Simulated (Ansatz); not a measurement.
# CdCu2S2, from a guessed structure to a relaxed one

This structure for CdCu2S2 is made up. Its elements were placed in a known structure type with a cell scaled to their sizes. What cell does the guess relax to, and how far off was it?

Program: Ansatz 0.2.0. Level of theory: DFT, PBEsol, plane-wave PAW, files of the set soft_1, scalar-relativistic, ferromagnetic start, cell and ions relaxed at zero pressure; PAW set soft_1. Results are calculated unless marked as measured.

### Step 1. Starting point

Symmetry: P-3m1, No. 164, trigonal system. Conventional cell: a = 3.892 Å, b = 3.892 Å, c = 6.635 Å, α = 90.00°, β = 90.00°, γ = 120.00°. Nearest to Cd lie 6 S at 2.80 Å. Nearest to Cu lie 4 S at 2.26 to 2.47 Å. S has 4 Cu at 2.26 to 2.47 Å and 3 Cd at 2.80 Å nearest. Farther neighbours and most contacts between anions are not listed.

### Step 2. Relaxation of the guess

The guessed cell has no reason to be at equilibrium. It is relaxed with the atoms, within the space group of the guess.

The input, input.yaml:

```yaml
crystal:
  lattice:
    - [3.892, 0.0, 0.0]
    - [-1.946, 3.370570872, 0.0]
    - [0.0, 0.0, 6.635]
  atoms:
    - { symbol: Cd, position: [0.0, 0.0, 0.0] }
    - { symbol: Cu, position: [0.333333333, 0.666666667, 0.4076], spin: 0.6 }
    - { symbol: Cu, position: [0.666666667, 0.333333333, 0.5924], spin: 0.6 }
    - { symbol: S, position: [0.333333333, 0.666666667, 0.7478] }
    - { symbol: S, position: [0.666666667, 0.333333333, 0.2522] }
magnetization:
  spin_polarized: true
kpoints:
  mp_grid: { grid: [8, 8, 4] }
scf:
  occupations: { method: fermi_dirac, width: 0.05 }
hamiltonian:
  xc: pbesol
  pseudopotentials: { kind: paw, azcp: { folder: soft_1 }, xc_functional: pbe }
relax:
  f_tol: 0.015
  max_steps: 70
  cell: {}
output:
  forces: true
  stress: true
```

Run with:

```console
$ ansatz run input.yaml --threads 4 --pin off --max-ram 8192MiB --backend cpu --events-out ev --progress --plain --runs-dir out
```

Numbers of over 12 decimals in the logs are rounded to 6 here.

Log:

```text
Engine: ansatz 0.2.0, aarch64-unknown-linux-gnu
Pseudopotentials: kind: paw
Pseudopotential: Cd, paw, valence charge 20, recommended cutoff 420 eV (normal), soft_1/Cd.paw.azcp
Pseudopotential: Cu, paw, valence charge 19, recommended cutoff 420 eV (normal), soft_1/Cu.paw.azcp
Pseudopotential: S, paw, valence charge 6, recommended cutoff 420 eV (normal), soft_1/S.paw.azcp
Functional definition: PBEsol
  exchange = pbesol_x
  correlation = pbesol_c
Crystal: 5 atoms, lattice volume = 87.040 Å³
Basis set: ecut = 420 eV, 1715 PW (Γ), exchange–correlation on 54×54×90 points (8 copies of the dense FFT grid, shifted against one another)
Bands: 43, of which v1, the nominal top of the filled ones, is band 35 counted from 1 (34 counted from 0)
Symmetry: 12 space group operations
Space group: P-3m1 (ITA 164), of the structure as read, at distance tolerance 4.4e-5 Å
Magnetic group: BNS 164.85 (UNI 1315), of the structure as read, at distance tolerance 4.4e-5 Å
k-points: 35 of 256
Non-local potential: Cd, projectors of the file, l = 0: 3, l = 1: 2, l = 2: 2, l = 3: 1
Non-local potential: Cu, projectors of the file, l = 0: 3, l = 1: 2, l = 2: 3, l = 3: 1
Non-local potential: S, projectors of the file, l = 0: 2, l = 1: 2, l = 2: 1
PAW form: soft (Blöchl's): semilocal exchange-correlation on the pseudo side does not see the compensation charge
PAW frozen core: Cd, regenerated for the run's functional, and the local potential with it (the file was generated under x = pbe(κ = 0.804, μ = 0.219515), c = pbe(β = 0.066725))
PAW frozen core: Cu, regenerated for the run's functional, and the local potential with it (the file was generated under x = pbe(κ = 0.804, μ = 0.219515), c = pbe(β = 0.066725))
PAW frozen core: S, regenerated for the run's functional, and the local potential with it (the file was generated under x = pbe(κ = 0.804, μ = 0.219515), c = pbe(β = 0.066725))
PAW one-centre angular grid: Cd, 590 points (default); XC on 64 Gauss nodes
PAW one-centre angular grid: Cu, 590 points (default); XC on 64 Gauss nodes
PAW one-centre angular grid: S, 110 points (default); XC on 64 Gauss nodes
Initial density: superposition of atomic densities (chi_scale 0.1, normalization cell, long waves kept (reshape's long-wave potential 0.24 eV rms))
Starting moments: Σ|m| = 1.2 μB on 2 of 5 sites
Initial wavefunctions: pseudopotential atomic-orbital guess
Functional: x = pbesol(κ = 0.804, μ = 0.123457), c = pbesol(β = 0.046)
SCF iter   1: F=—  HF=-23135.940121 eV  |F-HF|=—  |Δ(HF+E_count)|=         —  Δρ=1.21e-1 (↑1.21e-1 ↓9.48e-2)  dr2=3.85e1  dr2_m=1.57e-1  M=0.712 μB ∫|m|=0.864 μB  β_m=0.30  ethr=3.10e-3  ⟨swp⟩=8.3  Hψ=12932  notcnv=0  defer=11
preconditioner: auto → Kerker (q_TF=auto, 2.631 Å⁻¹)  [metal: Δε(μ)=0.008 eV  Ē_g=9.536 eV  σ=0.050 eV  W_gap=0.04  n_scr=22 (ndim 8)  ℏωp=27.0 eV  f_vac=0.011  D(μ)=4.43/eV (n_scr^D=36)]
spin=Collinear: Kerker preconditioning applied to the charge; magnetization (m = ρ↑ − ρ↓) channel mixes plain (no charge-response kernel on spin).
SCF iter   2: F=—  HF=-23133.878675 eV  |F-HF|=—  |Δ(HF+E_count)|=    2.06e0  Δρ=7.19e-2 (↑1.97e-2 ↓7.19e-2)  dr2=2.18e0  dr2_m=1.17e0  M=0.008 μB ∫|m|=0.191 μB  β_m=0.30  ethr=3.10e-3  ⟨swp⟩=3.2  Hψ=7484  notcnv=0  defer=101
preconditioner: auto → Resta (q_TF=auto, 2.631 Å⁻¹)  ε∞=8.0  [insulator: Δε(μ)=0.314 eV  Ē_g=10.204 eV  σ=0.050 eV  W_gap=0.82  n_scr=22 (ndim 8)  ℏωp=27.0 eV  f_vac=0.012  D(μ)=0.15/eV (n_scr^D=0)  ε∞_Penn≈8.0]
spin=Collinear: Resta preconditioning applied to the charge; magnetization (m = ρ↑ − ρ↓) channel mixes plain (no charge-response kernel on spin).
SCF iter   3: F=—  HF=-23132.852975 eV  |F-HF|=—  |Δ(HF+E_count)|=    1.03e0  Δρ=3.35e-2 (↑3.35e-2 ↓2.25e-2)  dr2=9.85e-1  dr2_m=5.41e-1  M=0.044 μB ∫|m|=0.196 μB  β_m=0.30  ethr=3.10e-3  ⟨swp⟩=2.0  Hψ=6151  notcnv=0  defer=120
SCF iter   4: F=—  HF=-23132.675426 eV  |F-HF|=—  |Δ(HF+E_count)|=   1.78e-1  Δρ=2.57e-2 (↑2.57e-2 ↓1.54e-2)  dr2=2.14e-1  dr2_m=3.21e-1  M=0.020 μB ∫|m|=0.143 μB  β_m=0.30  ethr=1.41e-3  ⟨swp⟩=2.7  Hψ=5373  notcnv=0  defer=110
SCF iter   5: F=—  HF=-23132.690959 eV  |F-HF|=—  |Δ(HF+E_count)|=   1.55e-2  Δρ=2.37e-2 (↑8.06e-3 ↓2.37e-2)  dr2=1.32e-1  dr2_m=1.92e-1  M=0.006 μB ∫|m|=0.097 μB  β_m=0.30  ethr=3.06e-4  ⟨swp⟩=3.0  Hψ=4532  notcnv=0  defer=110
SCF iter   6: F=—  HF=-23132.716229 eV  |F-HF|=—  |Δ(HF+E_count)|=   2.53e-2  Δρ=1.68e-2 (↑6.21e-3 ↓1.68e-2)  dr2=8.10e-2  dr2_m=1.05e-1  M=0.005 μB ∫|m|=0.075 μB  β_m=0.30  ethr=1.88e-4  ⟨swp⟩=2.2  Hψ=4764  notcnv=0  defer=114
Mixer restart at iter 6: flushing history
spin-set hold released at iteration 6 (site moments contracting): the magnetisation degrees of freedom join the quasi-Newton model from the next iteration; the mixer history was flushed
SCF iter   7: F=—  HF=-23132.712649 eV  |F-HF|=—  |Δ(HF+E_count)|=   3.58e-3  Δρ=9.77e-3 (↑7.19e-3 ↓9.77e-3)  dr2=8.82e-3  dr2_m=5.71e-2  M=0.004 μB ∫|m|=0.060 μB  β_m=0.58  ethr=1.16e-4  ⟨swp⟩=1.9  Hψ=3536  notcnv=0  defer=114
SCF iter   8: F=—  HF=-23132.733104 eV  |F-HF|=—  |Δ(HF+E_count)|=   2.05e-2  Δρ=8.67e-3 (↑3.97e-3 ↓8.67e-3)  dr2=8.87e-2  dr2_m=4.47e-3  M=0.001 μB ∫|m|=0.022 μB  β_m=0.46  ethr=1.26e-5  ⟨swp⟩=2.1  Hψ=5799  notcnv=0  defer=114
SCF iter   9: F=—  HF=-23132.712867 eV  |F-HF|=—  |Δ(HF+E_count)|=   2.02e-2  Δρ=1.42e-3 (↑1.42e-3 ↓2.77e-4)  dr2=1.34e-3  dr2_m=3.21e-4  M=0.000 μB ∫|m|=0.011 μB  β_m=0.73  ethr=1.26e-5  ⟨swp⟩=2.0  Hψ=6466  notcnv=0  defer=114
SCF iter  10: F=—  HF=-23132.713300 eV  |F-HF|=—  |Δ(HF+E_count)|=   4.33e-4  Δρ=1.54e-4 (↑1.54e-4 ↓8.35e-5)  dr2=2.01e-5  dr2_m=7.43e-6  M=0.000 μB ∫|m|=0.002 μB  β_m=0.75  ethr=1.91e-6  ⟨swp⟩=2.0  Hψ=3951  notcnv=0  defer=114
SCF iter  11: F=—  HF=-23132.713327 eV  |F-HF|=—  |Δ(HF+E_count)|=   2.66e-5  Δρ=7.26e-5 (↑5.90e-5 ↓7.26e-5)  dr2=1.07e-5  dr2_m=1.17e-7  M=0.000 μB ∫|m|=0.001 μB  β_m=0.88  ethr=2.87e-8  ⟨swp⟩=2.3  Hψ=4132  notcnv=0  defer=114
SCF iter  12: F=—  HF=-23132.713333 eV  |F-HF|=—  |Δ(HF+E_count)|=   6.44e-6  Δρ=1.84e-5 (↑1.84e-5 ↓1.57e-5)  dr2=1.85e-6  dr2_m=3.32e-8  M=0.000 μB ∫|m|=0.000 μB  β_m=0.94  ethr=1.52e-8  ⟨swp⟩=2.0  Hψ=3898  notcnv=0  defer=114
SCF iter  13: F=—  HF=-23132.713334 eV  |F-HF|=—  |Δ(HF+E_count)|=   7.19e-7  Δρ=9.26e-6 (↑6.74e-6 ↓9.26e-6)  dr2=2.18e-7  dr2_m=4.00e-9  M=-0.000 μB ∫|m|=0.000 μB  β_m=0.94  ethr=2.64e-9  ⟨swp⟩=2.0  Hψ=4168  notcnv=0  defer=114
SCF iter  14: F=—  HF=-23132.713334 eV  |F-HF|=—  |Δ(HF+E_count)|=   2.76e-8  Δρ=3.39e-6 (↑3.39e-6 ↓2.78e-6)  dr2=2.26e-8  dr2_m=2.13e-9  M=-0.000 μB ∫|m|=0.000 μB  β_m=0.88  ethr=1.43e-10  ⟨swp⟩=4.0  Hψ=9431  notcnv=0
[...]
SCF 3 converged in 7 iterations: F = -23132.835885 eV  dr2 = 1.46e-7
relax step   3: F+E_penalty+E_count = -23132.83588542 eV  Δ(F+E_penalty+E_count) = -2.678e-2 eV  max|allowed force component| = 2.137e-1 eV/Å  Δτ_max = 0.0415 Å  P = -0.331 GPa  Ω = 81.471 Å³  energy of the carried Pulay correction = +2.567e-3 eV  (7 SCF iters, dr2 threshold 5.00e-7 eV, accepted)
[...]
relax step   4: F+E_penalty+E_count = -23132.84550795 eV  Δ(F+E_penalty+E_count) = -9.623e-3 eV  max|allowed force component| = 1.485e-1 eV/Å  Δτ_max = 0.0394 Å  P = -0.639 GPa  Ω = 81.309 Å³  energy of the carried Pulay correction = +2.645e-3 eV  (7 SCF iters, dr2 threshold 5.00e-7 eV, accepted)
[...]
relax step   5: F+E_penalty+E_count = -23132.84792341 eV  Δ(F+E_penalty+E_count) = -2.415e-3 eV  max|allowed force component| = 5.574e-2 eV/Å  Δτ_max = 0.0220 Å  P = +0.551 GPa  Ω = 80.448 Å³  energy of the carried Pulay correction = +3.057e-3 eV  (8 SCF iters, dr2 threshold 5.00e-7 eV, accepted)
[...]
relax step   6: F+E_penalty+E_count = -23132.84887141 eV  Δ(F+E_penalty+E_count) = -9.480e-4 eV  max|allowed force component| = 2.003e-3 eV/Å  Δτ_max = 0.0059 Å  P = +0.006 GPa  Ω = 80.865 Å³  energy of the carried Pulay correction = +2.856e-3 eV  (7 SCF iters, dr2 threshold 5.00e-7 eV, accepted)
Initial wavefunctions: pseudopotential atomic-orbital guess (no wavefunctions were taken with the density)
iter 1 solved again at ethr=1.44e-6 eV; its pass at ethr=3.10e-3 eV (dr2=1.01e-3 eV) is discarded
SCF iter   1: F=—  HF=-23132.845817 eV  |F-HF|=—  |Δ(HF+E_count)|=         —  Δρ=6.90e-5 (↑6.90e-5 ↓6.88e-5)  dr2=4.50e-6  dr2_m=2.50e-11  M=0.000 μB ∫|m|=0.000 μB  β_m=0.30  ethr=1.44e-6  ⟨swp⟩=3.0  Hψ=20292  notcnv=0
eigensolver tolerance schedule: the retry pair's looser diagonalisation over-reported the residual by 222.86 of it (diagonalisation noise at 0.12 of the residual, at the tolerance the schedule requests for it); recorded, not acted on — ethr = c·dr2/N_el stays at c = 1.0e-1
preconditioner: auto → Resta (q_TF=auto, 2.663 Å⁻¹)  ε∞=8.7  [insulator: Δε(μ)=0.356 eV  Ē_g=10.113 eV  σ=0.050 eV  W_gap=0.84  n_scr=22 (ndim 8)  ℏωp=28.0 eV  f_vac=0.017  D(μ)=0.15/eV (n_scr^D=0)  ε∞_Penn≈8.7]
spin=Collinear: Resta preconditioning applied to the charge; magnetization (m = ρ↑ − ρ↓) channel mixes plain (no charge-response kernel on spin).
SCF iter   2: F=—  HF=-23132.845826 eV  |F-HF|=—  |Δ(HF+E_count)|=   8.34e-6  Δρ=1.73e-4 (↑1.73e-4 ↓1.73e-4)  dr2=5.36e-5  dr2_m=1.38e-11  M=0.000 μB ∫|m|=0.000 μB  β_m=0.53  ethr=6.43e-9  ⟨swp⟩=2.4  Hψ=5545  notcnv=0
SCF iter   3: F=—  HF=-23132.845829 eV  |F-HF|=—  |Δ(HF+E_count)|=   3.77e-6  Δρ=2.44e-5 (↑2.44e-5 ↓2.43e-5)  dr2=9.06e-7  dr2_m=3.89e-12  M=0.000 μB ∫|m|=0.000 μB  β_m=0.72  ethr=6.43e-9  ⟨swp⟩=2.0  Hψ=5462  notcnv=0
SCF iter   4: F=—  HF=-23132.845824 eV  |F-HF|=—  |Δ(HF+E_count)|=   5.44e-6  Δρ=1.74e-5 (↑1.74e-5 ↓1.74e-5)  dr2=3.77e-7  dr2_m=5.04e-14  M=0.000 μB ∫|m|=0.000 μB  β_m=0.71  ethr=1.29e-9  ⟨swp⟩=2.0  Hψ=5464  notcnv=0
SCF iter   5: F=—  HF=-23132.845825 eV  |F-HF|=—  |Δ(HF+E_count)|=   6.77e-7  Δρ=8.18e-6 (↑8.17e-6 ↓8.18e-6)  dr2=1.06e-7  dr2_m=3.92e-14  M=0.000 μB ∫|m|=0.000 μB  β_m=0.83  ethr=5.39e-10  ⟨swp⟩=2.0  Hψ=4832  notcnv=0
SCF iter   6: F=—  HF=-23132.845825 eV  |F-HF|=—  |Δ(HF+E_count)|=   9.16e-8  Δρ=1.14e-6 (↑1.13e-6 ↓1.14e-6)  dr2=3.47e-9  dr2_m=1.91e-14  M=0.000 μB ∫|m|=0.000 μB  β_m=0.91  ethr=1.52e-10  ⟨swp⟩=2.0  Hψ=3980  notcnv=0
SCF iter   7: F=—  HF=-23132.845825 eV  |F-HF|=—  |Δ(HF+E_count)|=  8.11e-10  Δρ=2.11e-7 (↑2.11e-7 ↓2.11e-7)  dr2=2.45e-10  dr2_m=6.17e-16  M=0.000 μB ∫|m|=0.000 μB  β_m=0.96  ethr=4.95e-12  ⟨swp⟩=2.0  Hψ=4228  notcnv=0
SCF iter   8: F=-23132.845825 eV  HF=-23132.845825 eV  |F-HF|=0.00e0  |Δ(HF+E_count)|=  7.28e-11  Δρ=8.47e-8 (↑8.47e-8 ↓8.47e-8)  dr2=2.99e-11  dr2_m=4.63e-18  M=-0.000 μB ∫|m|=0.000 μB  ethr=1.00e-12  ⟨swp⟩=4.2  Hψ=9821  notcnv=0
the starting moments were not kept: the SCF closed with an absolute magnetisation of 2.3e-9 μB, where they sum to 1.2 μB in size (2 sites). That is at most 0.1 of that sum. Measured as dr2_m measures the in/out step, that magnetisation stands 4.6e-19 eV from none, at or under the dr2_threshold of 5.0e-11 eV: it is no larger than a step whose dr2_m would equal this threshold.
SCF 7 converged in 8 iterations: F = -23132.845825 eV  dr2 = 2.99e-11
relax step   7: F+E_penalty+E_count = -23132.84582479 eV  Δ(F+E_penalty+E_count) = +3.047e-3 eV  max|allowed force component| = 1.864e-3 eV/Å  Δτ_max = 0.0000 Å  P = +0.011 GPa  Ω = 80.865 Å³  stress off target by 1.62e-2 GPa  SCF on the basis re-selected at this cell (its energy is not comparable with the rows above)  (8 SCF iters)
basis re-selected at this cell: Δ(F+E_penalty+E_count) = +3.047e-3 eV, ΔP = +0.006 GPa vs the last step (what re-selecting the basis moved, of the pressure what is left beyond the Pulay correction that the steps carried, after the strain that the cell walked since its last selection, with what the two solves' SCF thresholds leave and, on support functions, any second-order correction that the steps lacked; it is no m [...]
SCF converged after 8 iterations
Magnetization: -0.0000 μB (35.0000 up, 35.0000 down)
Absolute magnetization: 0.0000 μB (∫|ρ↑−ρ↓|, with the PAW one-centre terms)
Spin contamination: 0.0000 ħ² per cell (⟨S²⟩ above its minimum at these occupations)
Per-site moments (μB) at R_I (Å): [(-4.210190335794609e-12, 1.121844), (-4.051956564573628e-11, 0.951305), (-4.051971722596395e-11, 0.951305), (-3.169362105138131e-10, 0.951305), (-3.1693609371314883e-10, 0.951305)]
Free energy (F): -23132.845825 eV
Harris-Foulkes:  -23132.845825 eV  (|F-HF|=0.00e0)
Internal energy: -23132.844157 eV  (E = F + TS)
E sigma→0 (E₀):  -23132.844991 eV
Entropy (-TS):   -0.001668 eV (-0.334 meV/atom)
Fermi energy:    12.101072 eV
--- Per-component energies (eV) ---
  E_band       = -1265.664583
  E_kinetic    = 1176.162807
  E_local      = -14780.990079  (includes V_loc(G=0)·N_el)
  E_nonlocal   = 1991.178526
  E_hartree    = 6478.918821
  E_xc         = -468.173196
  E_vxc        = -538.076079  (∫ρ·V_xc dr)
  E_paw        = -8780.974081  (= ΣΔE_a)
  E_vpaw       = -2071.780060  (= ΣTr[D̂ρ^β])
  E_aug_tail   = 0.002189  (compensation charges beyond the density's cutoff)
  E_ewald      = -8749.847408
  E_core_change = 0.878265  (= ΣΔE_core)
  E_smearing   = -0.001668  (= −TS)
  E_closure    = 0.000000  (closes the sum)
  Σ components = -23132.845825   (vs F -23132.845825, Δ=0.00e0)
--- Forces (eV/Å), atoms counted from 1 ---
  atom   1  Cd     0.00000000    -0.00000000     0.00000000
  atom   2  Cu     0.00000000     0.00000000    -0.00060344
  atom   3  Cu     0.00000000    -0.00000000     0.00060344
  atom   4  S      0.00000000     0.00000000     0.00186377
  atom   5  S      0.00000000    -0.00000000    -0.00186377
  max |Σ_I F_I| component: 3.24e-17 eV/Å
--- Stress (GPa, compression-positive) ---
        0.008908       0.000000      -0.000000
        0.000000       0.008908       0.000000
       -0.000000       0.000000       0.016212
  P = ⅓ Tr σ = 0.0113 GPa (0.113 kbar)
--- Relaxed structure (6 steps of the walk, 6 accepted, 1 SCFs on fresh bases) ---
  F+E_penalty+E_count = -23132.84582479 eV   max|allowed force component| = 1.864e-3 eV/Å   (the final SCF, on the basis selected at the relaxed cell)
  cell:  # Å, volume = 80.8655 Å³
    - [3.799604, 0, 0]
    - [-1.899802, 3.290554, 0]
    - [0, 0, 6.467788]
  atoms:
    - { symbol: Cd, position: [0, 0, 1.0458016433921974e-19] }
    - { symbol: Cu, position: [0.333333, 0.666667, 0.394897] }
    - { symbol: Cu, position: [0.666667, 0.333333, 0.605103] }
    - { symbol: S, position: [0.333333, 0.666667, 0.751463] }
    - { symbol: S, position: [0.666667, 0.333333, 0.248537] }
```

Elapsed: 24 s, on 4 threads of Arm Neoverse V2, shared host; peak memory 0.51 GiB; 90 s of CPU time.

The steps of the relaxation:

| step | energy less that of the first step (eV) | largest force component (eV/Å) | pressure (GPa) | volume (Å³) |
| --- | --- | --- | --- | --- |
| 1 | 0.0000 | 0.2694 | -4.92 | 87.04 |
| 2 | -0.0958 | 0.2662 | 0.94 | 80.30 |
| 3 | -0.1226 | 0.2137 | -0.33 | 81.47 |
| 4 | -0.1322 | 0.1485 | -0.64 | 81.31 |
| 5 | -0.1346 | 0.0557 | 0.55 | 80.45 |
| 6 | -0.1355 | 0.0020 | 0.01 | 80.87 |
| 7* | -0.1325 | 0.0019 | 0.01 | 80.87 |

Relaxation steps marked * repeat the geometry before them on a plane-wave basis chosen anew for their cell, so energy and pressure can jump there.

The run keeps the 12 symmetry operations that it works with, so distortions that break them were not tested.

| conventional cell, symmetrised | before | after | change |
| --- | --- | --- | --- |
| a (Å) | 3.892 | 3.800 | -2.4 % |
| b (Å) | 3.892 | 3.800 | -2.4 % |
| c (Å) | 6.635 | 6.468 | -2.5 % |
| volume (Å³/atom) | 17.41 | 16.17 | -7.1 % |

The atoms that moved most (Å, as changes of fractional coordinates times the final cell):

```csv
atom,dx,dy,dz,length
Cu3,0.000,0.000,0.082,0.082
Cu2,0.000,0.000,-0.082,0.082
S4,0.000,0.000,0.024,0.024
S5,0.000,0.000,-0.024,0.024
```

The relaxed structure:

```xyz
5
Lattice="3.7996 0.0000 0.0000 -1.8998 3.2906 0.0000 0.0000 0.0000 6.4678" Properties=species:S:1:pos:R:3 pbc="T T T"
Cd    0.0000    0.0000    0.0000
Cu    0.0000    2.1937    2.5541
Cu    1.8998    1.0969    3.9137
S     0.0000    2.1937    4.8603
S     1.8998    1.0969    1.6075
```

This step gave:

- free energy: -23132.8458 eV
- energy at zero smearing: -23132.8450 eV
- smearing term TS: 0.001668 eV
- Fermi energy: 12.10 eV
- electrons: 70
- symmetry operations: 12
- pressure: 0.01134 GPa

Shortest distances by pair of elements, guess and relaxed (not always the same contact):

| pair | guess (Å) | relaxed (Å) |
| --- | --- | --- |
| Cu–S | 2.257 | 2.306 |
| Cu–Cu | 2.560 | 2.581 |
| Cd–S | 2.802 | 2.720 |
| Cd–Cu | 3.516 | 3.367 |
| Cd–Cd | 3.892 | 3.800 |

The relaxation ends with a largest force component of 0.0019 eV/Å and a pressure of 0.01 GPa. The starting moments have collapsed: the run ends non-magnetic.

### Step 3. What came out

```
space group, relaxed : P-3m1
conventional cell    : a = 3.800, b = 3.800, c = 6.468 Å; α = 90.0°, β = 90.0°, γ = 120.0°
volume per atom      : 16.17 Å³ (guess 17.41)
total moment         : 0.00 μB in the cell of 5 atoms
```

CdCu2S2 relaxes to P-3m1 with a = 3.800, b = 3.800 and c = 6.468 Å. The guessed volume was 8 % too large. The space group P-3m1 was held in the relaxation, so the end point is a stationary structure within it and may be a saddle against distortions or other arrangements. The moments died out from this one start and weren't seeded again at the relaxed cell. Mesh and cutoff weren't tested. No dispersion term is used, so weakly bound directions may come out too long. Nothing here tests whether the compound is stable against decomposition.

[Logs are printed without paths, hosts, clocks, repeated set-up lines and the standing remarks that a program may print on its own settings, such as how far it seeks lower states.]

[Hosts, paths, dates, database ids (printed as entryN), source tags and the programs' standing remarks are cut or masked in the printed files.]
